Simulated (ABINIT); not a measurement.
Computed results, one entry a study.

```json
{"subject": "Beyond one shot: WS2 (Tungstenite)", "lattice_ang": [[3.1532, 0.0, 0.0], [-1.5766, 2.7308, 0.0], [0.0, 0.0, 12.323]], "atoms": [["W", 0.3333, 0.6667, 0.25], ["W", 0.6667, 0.3333, 0.75], ["S", 0.3333, 0.6667, 0.6225], ["S", 0.6667, 0.3333, 0.1225], ["S", 0.3333, 0.6667, 0.8775], ["S", 0.6667, 0.3333, 0.3775]], "method": "RPA screening on PBE from quasiparticle energies and orbitals, plane waves, norm-conserving pseudopotentials (and 4 further levels or steps)", "program": "ABINIT 10.8.3", "settings": "cutoff 31 Ha, PseudoDojo scalar-relativistic 0.4.1 standard, norm-conserving, ngkpt (3, 3, 1), nband 149, ecuteps 4 Ha, gwcalctyp 28, inclvkb 2, shiftk (0, 0, 0), symchi 1, awtr 1, frequency ppm, cycle 6, q points all but q = 0, 3×3×1 k-mesh", "cost": "19 runs, 4.5 min in all on 8 MPI ranks of Arm Neoverse V2, shared host", "notes": "The program’s warnings: nproc spkpt=  >= nkpt= * nsppol=. The cell and positions come from the Crystallography Open Database and are kept as given unless a step says otherwise. Limits: no spin-orbit coupling. The first cycle of QSGW takes the full correction, without the factor Z, so it overshoots the one-shot value. The 3×3×1 mesh is coarse for this cell, which bears on the long-range parts of exchange and screening.", "results": {"g0w0": "1.991 eV", "qsgw_cycle_1": "2.164 eV", "qsgw_cycle_2": "1.909 eV", "qsgw_cycle_3": "1.841 eV", "qsgw_cycle_4": "1.856 eV", "qsgw_cycle_5": "1.872 eV", "qsgw_cycle_6": "1.874 eV", "known_limits": "short of the basis limit; no spin-orbit coupling; coarse k mesh"}}
```

[Long decimals in the printed logs are rounded to 6 places.]

[Logs are printed without paths, hosts, clocks, repeated set-up lines and the standing remarks that a program may print on its own settings, such as how far it seeks lower states.]

[Paths, hosts, dates, memory and timing lines, banners, echoed tables and standing remarks are left out of the program output; an Ansatz launch command may be rebuilt from the run's recorded settings. Measured values are a selection of at most five: reports struck by readers or far from the other reports are left out. None is set beside runs whose start may be inverted or whose files or cutoffs have a known fault.]

[Runs of the session that timed out or met a known fault of the program may be left out.]

[Hosts, paths, dates, database ids (printed as entryN), source tags and the programs' standing remarks are cut or masked in the printed files.]

[G0W0 gaps are taken among the corrected bands and points alone; a level outside them can change the order at an edge.]

[Where Ansatz stands beside ABINIT at settings called matched, ABINIT's density can come from a denser mesh and the files from another edition; pairs whose starting gaps differed by over 0.03 eV were left out, so agreement reads better than it is.]
